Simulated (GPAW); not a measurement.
Computed results, one entry a study.

## PtS2 (1T monolayer): G0W0 with GPAW, start to end

The cell holds 3 atoms: 1 Pt and 2 S. Its edges and angles: a = 3.507 Å, b = 3.507 Å, c = 13.900 Å, α = 90.0°, β = 90.0°, γ = 120.0°. Vacuum lies along c.

```xyz
3
Lattice="3.5075 0.0000 0.0000 -1.7537 3.0376 0.0000 0.0000 0.0000 13.9000" Properties=species:S:1:pos:R:3
Pt    0.0000    0.0000    6.9500
S     0.0000    2.0250    8.1622
S     1.7537    1.0125    5.7378
```

```
method               : DFT, LDA, plane waves, PAW (and 1 further level or step)
program              : GPAW 26.7.0
settings of one run  : cutoff 550 eV, GPAW PAW setups 1.2.1 data release, 9×9×1 k-mesh
cost                 : 5 runs, 9.2 min in all on 16 MPI ranks of Arm Neoverse V1, shared host (the runs of this entry)
notes                : Values taken over the cell’s volume include its vacuum. The start is a generated structure, not a measured one. Limits: no spin polarisation; no spin-orbit coupling. Bands and cutoff are finite, so the gap is not at the basis limit. The miss can reach some tenths of an eV and take either sign; the mesh is an error of its own. The runs have no spin polarisation. For a closed low-spin shell that is the natural state; where a d or f shell is open it is a constraint, and the gap is then not the crystal’s own.
LDA gap              : 1.76 eV, indirect
G0W0 gap on the mesh : 3.00 eV
GW settings          : 12×12×1 mesh, 156 bands, screening to 60 eV, full frequency, Hilbert transform
known limits         : not at the basis limit; no spin polarisation; d states lean on the start; no spin-orbit coupling
```

G0W0 moves the gap on the mesh from 1.76 eV to 3.00 eV (+1.23 eV), with Z of 0.72 and 0.74 at the edges. Only 3 of the mesh's irreducible points were corrected, so a valley elsewhere could overtake.

[Paths, hosts, dates, memory and timing lines, banners, echoed tables and standing remarks are left out of the program output.]

[Logs are printed without paths, hosts, clocks, repeated set-up lines and the standing remarks that a program may print on its own settings, such as how far it seeks lower states.]

[Runs of the session that timed out or met a known fault of the program may be left out.]

[Hosts, paths, dates, database ids (printed as entryN), source tags and the programs' standing remarks are cut or masked in the printed files.]
